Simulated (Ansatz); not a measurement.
**A faulty run on Li+ PF6- in ethylene carbonate at 350 K (86 atoms)**

Program: Ansatz 0.2.0. The cell: 21 O, 21 C, 28 H, 2 P, 12 F and 2 Li.

Contents of input.yaml:

```yaml
crystal:
  lattice:
    - [9.95911, 0.0, 0.0]
    - [0.0, 9.95911, 0.0]
    - [0.0, 0.0, 9.95911]
  atoms:
    - { symbol: O, position: [0.63735, 0.03347, 0.38949] }
    - { symbol: C, position: [0.58641, 0.96663, 0.47347] }
    - { symbol: O, position: [0.65246, 0.8823, 0.55834] }
    - { symbol: C, position: [0.55093, 0.80715, 0.63474] }
    - { symbol: C, position: [0.42039, 0.88616, 0.60752] }
    - { symbol: O, position: [0.4495, 0.96244, 0.48911] }
    - { symbol: H, position: [0.55234, 0.70189, 0.59167] }
    - { symbol: H, position: [0.58761, 0.8042, 0.73517] }
    - { symbol: H, position: [0.34772, 0.81747, 0.57771] }
    - { symbol: H, position: [0.39424, 0.95673, 0.68624] }
    - { symbol: O, position: [0.31838, 0.35066, 0.331] }
    - { symbol: C, position: [0.33744, 0.31835, 0.21425] }
    - { symbol: O, position: [0.44681, 0.2477, 0.17156] }
    - { symbol: C, position: [0.44271, 0.22547, 0.0325] }
    - { symbol: C, position: [0.32569, 0.29819, 0.97996] }
    - { symbol: O, position: [0.25858, 0.35131, 0.1082] }
    - { symbol: H, position: [0.53269, 0.2629, 0.98494] }
    - { symbol: H, position: [0.4297, 0.11927, 0.01131] }
    [... 62 atom lines left out ...]
    - { symbol: F, position: [0.74146, 0.25812, 0.63052] }
    - { symbol: F, position: [0.66035, 0.41817, 0.76851] }
    - { symbol: F, position: [0.5487, 0.21204, 0.73463] }
    - { symbol: F, position: [0.45195, 0.40178, 0.6724] }
    - { symbol: Li, position: [0.60883, 0.1922, 0.27575] }
    - { symbol: Li, position: [0.30479, 0.39833, 0.53536] }
kpoints:
  mp_grid: { grid: [1, 1, 1] }
hamiltonian:
  xc: pbe
  dispersion: d3bj
scf:
  occupations: { method: methfessel_paxton, width: 2.0 }
  max_iter: 80
output:
  forces: true
```

Launch:

```console
$ ansatz run input.yaml --threads 4 --pin off --max-ram 8192MiB --backend cpu --events-out ev --progress --plain --runs-dir out
```

Numbers of over 12 decimals in the logs are rounded to 6 here.

What it wrote:

```text
band count auto-derived: 333, from the close of a first SCF at 255 (N_el = 338.0; filled up to band 169; 255 by the electrons, moments and atoms)
Engine: ansatz 0.2.0, x86_64-unknown-linux-gnu
Pseudopotentials: kind: paw
Pseudopotential: O, paw, valence charge 6, recommended cutoff 420 eV (normal), O.paw.azcp
Pseudopotential: C, paw, valence charge 4, recommended cutoff 420 eV (normal), C.paw.azcp
Pseudopotential: H, paw, valence charge 1, recommended cutoff 420 eV (normal), H.paw.azcp
Pseudopotential: P, paw, valence charge 5, recommended cutoff 420 eV (normal), P.paw.azcp
Pseudopotential: F, paw, valence charge 7, recommended cutoff 420 eV (normal), F.paw.azcp
Pseudopotential: Li, paw, valence charge 3, recommended cutoff 420 eV (normal), Li.paw.azcp
[... 5 lines on functional and potentials left out ...]
Crystal: 86 atoms, lattice volume = 987.783 Å³
Basis set: ecut = 420 eV, 19309 PW (Γ), exchange–correlation on 144×144×144 points (8 copies of the dense FFT grid, shifted against one another)
Bands: 255, of which v1, the nominal top of the filled ones, is band 169 counted from 1 (168 counted from 0)
Symmetry: 1 space group operations
Space group: P1 (ITA 1), of the structure as read, at distance tolerance 1.0e-4 Å
k-points: 1
[... 13 lines on functional and potentials left out ...]
Initial density: superposition of atomic densities (neutral atoms: chi_scale 0, normalization atom), corrected by the library's trained network
Initial wavefunctions: pseudopotential atomic-orbital guess
Functional: x = pbe(κ = 0.804, μ = 0.219515), c = pbe(β = 0.066725)
SCF iter   1: F=—  HF=-29253.118885 eV  |F-HF|=—  |Δ(HF+E_count)|=         —  Δρ=7.01e-3  dr2=4.25e-1  ethr=1.77e-3  ⟨swp⟩=7.0  Hψ=1223  notcnv=0
preconditioner: auto → Resta (q_TF=auto, 2.282 Å⁻¹)  ε∞=2.5  [insulator: Δε(μ)=5.929 eV  Ē_g=17.513 eV  σ=2.000 eV  W_gap=1.06  n_scr=202 (ndim 8)  ℏωp=21.6 eV  f_vac=0.279  D(μ)=-1.60/eV (n_scr^D=0)  ε∞_Penn≈2.5]
SCF iter   2: F=—  HF=-29253.020840 eV  |F-HF|=—  |Δ(HF+E_count)|=   9.80e-2  S|Δr|=    0.00e0  Δρ=3.62e-3  dr2=1.05e-1  ethr=1.26e-4  ⟨swp⟩=2.0  Hψ=431  notcnv=0
SCF iter   3: F=—  HF=-29252.998692 eV  |F-HF|=—  |Δ(HF+E_count)|=   2.21e-2  S|Δr|=    0.00e0  Δρ=1.63e-3  dr2=3.87e-2  ethr=3.11e-5  ⟨swp⟩=2.0  Hψ=433  notcnv=0
SCF iter   4: F=—  HF=-29252.984578 eV  |F-HF|=—  |Δ(HF+E_count)|=   1.41e-2  S|Δr|=    0.00e0  Δρ=6.11e-4  dr2=7.81e-3  ethr=1.15e-5  ⟨swp⟩=2.0  Hψ=475  notcnv=0
SCF iter   5: F=—  HF=-29252.980196 eV  |F-HF|=—  |Δ(HF+E_count)|=   4.38e-3  S|Δr|=    0.00e0  Δρ=5.63e-4  dr2=3.62e-3  ethr=2.31e-6  ⟨swp⟩=2.0  Hψ=450  notcnv=0
SCF iter   6: F=—  HF=-29252.978627 eV  |F-HF|=—  |Δ(HF+E_count)|=   1.57e-3  S|Δr|=    0.00e0  Δρ=2.17e-4  dr2=7.53e-4  ethr=1.07e-6  ⟨swp⟩=2.0  Hψ=453  notcnv=0
SCF iter   7: F=—  HF=-29252.978266 eV  |F-HF|=—  |Δ(HF+E_count)|=   3.61e-4  S|Δr|=    0.00e0  Δρ=1.31e-4  dr2=2.67e-4  ethr=2.23e-7  ⟨swp⟩=2.0  Hψ=528  notcnv=0
SCF iter   8: F=—  HF=-29252.978157 eV  |F-HF|=—  |Δ(HF+E_count)|=   1.09e-4  S|Δr|=    0.00e0  Δρ=1.05e-4  dr2=1.21e-4  ethr=7.91e-8  ⟨swp⟩=2.0  Hψ=453  notcnv=0
SCF iter   9: F=—  HF=-29252.978076 eV  |F-HF|=—  |Δ(HF+E_count)|=   8.08e-5  S|Δr|=    0.00e0  Δρ=3.35e-5  dr2=1.79e-5  ethr=3.58e-8  ⟨swp⟩=2.0  Hψ=438  notcnv=0
SCF iter  10: F=—  HF=-29252.979184 eV  |F-HF|=—  |Δ(HF+E_count)|=   1.11e-3  S|Δr|=    0.00e0  Δρ=1.75e-5  dr2=5.32e-6  ethr=5.31e-9  ⟨swp⟩=3.0  Hψ=480  notcnv=0
SCF iter  11: F=—  HF=-29252.979181 eV  |F-HF|=—  |Δ(HF+E_count)|=   2.49e-6  S|Δr|=    0.00e0  Δρ=1.72e-5  dr2=2.79e-6  ethr=1.57e-9  ⟨swp⟩=3.0  Hψ=453  notcnv=0
SCF iter  12: F=—  HF=-29252.979180 eV  |F-HF|=—  |Δ(HF+E_count)|=   9.21e-7  S|Δr|=    0.00e0  Δρ=6.80e-6  dr2=5.44e-7  ethr=8.26e-10  ⟨swp⟩=2.0  Hψ=449  notcnv=0
SCF iter  13: F=—  HF=-29252.979180 eV  |F-HF|=—  |Δ(HF+E_count)|=   1.75e-7  S|Δr|=    0.00e0  Δρ=4.31e-6  dr2=2.09e-7  ethr=1.61e-10  ⟨swp⟩=3.0  Hψ=650  notcnv=0
[...]
E_vpaw       = -1752.962998  (= ΣTr[D̂ρ^β])
  E_aug_tail   = 0.038286  (compensation charges beyond the density's cutoff)
  E_ewald      = -7976.460406
  E_disp       = -4.658009  (pairwise vdW)
  E_smearing   = 5.736246  (= −TS)
  E_closure    = 0.000000  (closes the sum)
  Σ components = -29252.979180   (vs F -29252.979180, Δ=0.00e0)
--- Forces (eV/Å), atoms counted from 1 ---
  atom   1  O      1.38893426     0.94941622    -1.28229323
  atom   2  C     -1.88854532    -1.21931090     0.76370141
  atom   3  O     -0.68211424     0.63473281    -0.29451453
  atom   4  C      0.38914333    -0.76512881    -1.59789169
  atom   5  C      1.56432540     0.27629744     0.31586584
  atom   6  O      1.70120648     0.12314481     0.07256469
  atom   7  H     -0.33578043     0.96743367     0.38328183
  atom   8  H     -0.04130024     0.11420415     1.09435906
  atom   9  H     -1.84144645    -1.17800624    -0.03712466
  atom  10  H     -0.31002615    -0.05861967     0.36322312
  atom  11  O      0.06663224    -0.73385400    -1.69485644
  atom  12  C     -0.29500299     1.04587687     0.48115939
  atom  13  O     -0.25654995     0.22813267     1.46061510
  atom  14  C      0.58018182    -1.28443210    -1.18320777
[...]
max |Σ_I F_I| component: 9.65e-5 eV/Å
--- Band table (eV) ---
  k-point 0: bands = ["-43.7276", "-43.5619", "-25.7011", "-25.2142", [... 239 levels ...], "11.4496", "11.4874", "11.5518", "11.6642", "11.6814", "11.7214", "11.7939", "11.8320", "11.9783", "12.0296", "12.0726", "12.1233"]
Bands: 333, of which v1, the nominal top of the filled ones, is band 169 counted from 1 (168 counted from 0)
Initial density: handed on by an earlier stage of this run
iter 1 solved again at ethr=3.12e-8 eV; its pass at ethr=3.10e-3 eV (dr2=1.06e-4 eV) is discarded
SCF iter   1: F=—  HF=-29252.977970 eV  |F-HF|=—  |Δ(HF+E_count)|=         —  Δρ=2.14e-6  dr2=6.76e-8  ethr=3.12e-8  ⟨swp⟩=13.0  Hψ=3646  notcnv=0
preconditioner: auto → Resta (q_TF=auto, 2.282 Å⁻¹)  ε∞=2.1  [insulator: Δε(μ)=4.925 eV  Ē_g=20.219 eV  σ=2.000 eV  W_gap=1.07  n_scr=202 (ndim 8)  ℏωp=21.6 eV  f_vac=0.281  D(μ)=-1.45/eV (n_scr^D=0)  ε∞_Penn≈2.1]
SCF iter   2: F=—  HF=-29252.979180 eV  |F-HF|=—  |Δ(HF+E_count)|=   1.21e-3  S|Δr|=    0.00e0  Δρ=1.16e-6  dr2=3.03e-8  ethr=2.00e-11  ⟨swp⟩=7.0  Hψ=1179  notcnv=0
SCF iter   3: F=-29252.979180 eV  HF=-29252.979180 eV  |F-HF|=1.28e-8  |Δ(HF+E_count)|=   9.38e-9  S|Δr|=    0.00e0  Δρ=7.21e-7  dr2=1.69e-8  ethr=8.96e-12  ⟨swp⟩=2.0  Hψ=859  notcnv=0
SCF 2 converged in 3 iterations: F = -29252.979180 eV  dr2 = 1.69e-8
SCF converged after 17 iterations (14 of them on 255 bands)
Stability not checked: this state was not tested for a lower state beside it, because cold or Methfessel-Paxton smearing, or corrected tetrahedra, fill the levels in a way that the test cannot read (fill_not_monotonic; see scf.lower_state_search)
Free energy (F): -29252.979180 eV
Harris-Foulkes:  -29252.979180 eV  (|F-HF|=1.28e-8)
Internal energy: -29258.715391 eV  (E = F + TS)
E sigma→0 (E₀):  -29254.413233 eV
Entropy (-TS):   5.736212 eV (66.700 meV/atom)
Fermi energy:    2.289735 eV
Step filling:    the computed levels leave a gap of 4.9250 eV = 2.5 smearing widths at the electron count; against every level under it full and every level over it empty, smearing changes F+E_penalty+E_count by +1012.844 meV and its σ→0 estimate by -421.209 meV
--- Per-component energies (eV) ---
  E_band       = -3059.496454
  E_kinetic    = 8662.171182
  E_local      = -31493.275561  (includes V_loc(G=0)·N_el)
  E_nonlocal   = 2497.305438
  E_hartree    = 11967.789458
  E_xc         = -3897.967157
  E_vxc        = -4908.353029  (∫ρ·V_xc dr)
  E_paw        = -9013.658621  (= ΣΔE_a)
  E_vpaw       = -1752.963020  (= ΣTr[D̂ρ^β])
  E_aug_tail   = 0.038286  (compensation charges beyond the density's cutoff)
  E_ewald      = -7976.460406
  E_disp       = -4.658009  (pairwise vdW)
  E_smearing   = 5.736212  (= −TS)
  E_closure    = -0.000000  (closes the sum)
  Σ components = -29252.979180   (vs F -29252.979180, Δ=0.00e0)
--- Forces (eV/Å), atoms counted from 1 ---
[...]
atom  12  C     -0.29495353     1.04585330     0.48110906
  atom  13  O     -0.25655740     0.22814894     1.46066752
  atom  14  C      0.58017445    -1.28443334    -1.18323694
[...]
atom  85  Li     0.78486803     0.13200478     0.21681961
  atom  86  Li    -0.00129322     0.14855180    -0.04966882
  max |Σ_I F_I| component: 3.74e-5 eV/Å
--- Band table (eV) ---
  k-point 0: bands = ["-43.7276", "-43.5620", "-25.7011", "-25.2142", [... 317 levels ...], "16.2732", "16.3205", "16.3430", "16.3615", "16.4322", "16.4962", "16.5714", "16.6129", "16.7210", "16.8133", "16.8452", "16.8779"]
```

Wall time 19 s (4 threads of Intel Xeon Platinum 8488C (Sapphire Rapids), shared host); peak memory 1.3 GiB; 66 s of CPU time.

In the SCF lines HF is the Harris–Foulkes energy and dr2 the Hartree energy of the density residual, in eV; the loop may stop once dr2 is under the threshold and the program's other checks hold. Hψ counts applications of the Hamiltonian.

Against a sound run (Kohn-Sham DFT, PBE+D3(BJ), PAW (set soft_2), plane waves):

- r.m.s. difference of force components: 133.5 meV/Å
- longest difference of force vectors: 734.3 meV/Å
- force difference over r.m.s. force: 15.31 %

**Question.** What is wrong with this input, and how is it mended?

A smearing of electronvolts: scf.occupations = {"method": "methfessel_paxton", "width": 2.0}.

The fix is to set scf.occupations back to {"method": "fixed"}.

The run converged all the same, so the exit status doesn't show the fault.

[Logs are printed without paths, hosts, clocks, repeated set-up lines and the standing remarks that a program may print on its own settings, such as how far it seeks lower states.]

[Hosts, paths, dates, database ids (printed as entryN), source tags and the programs' standing remarks are cut or masked in the printed files.]
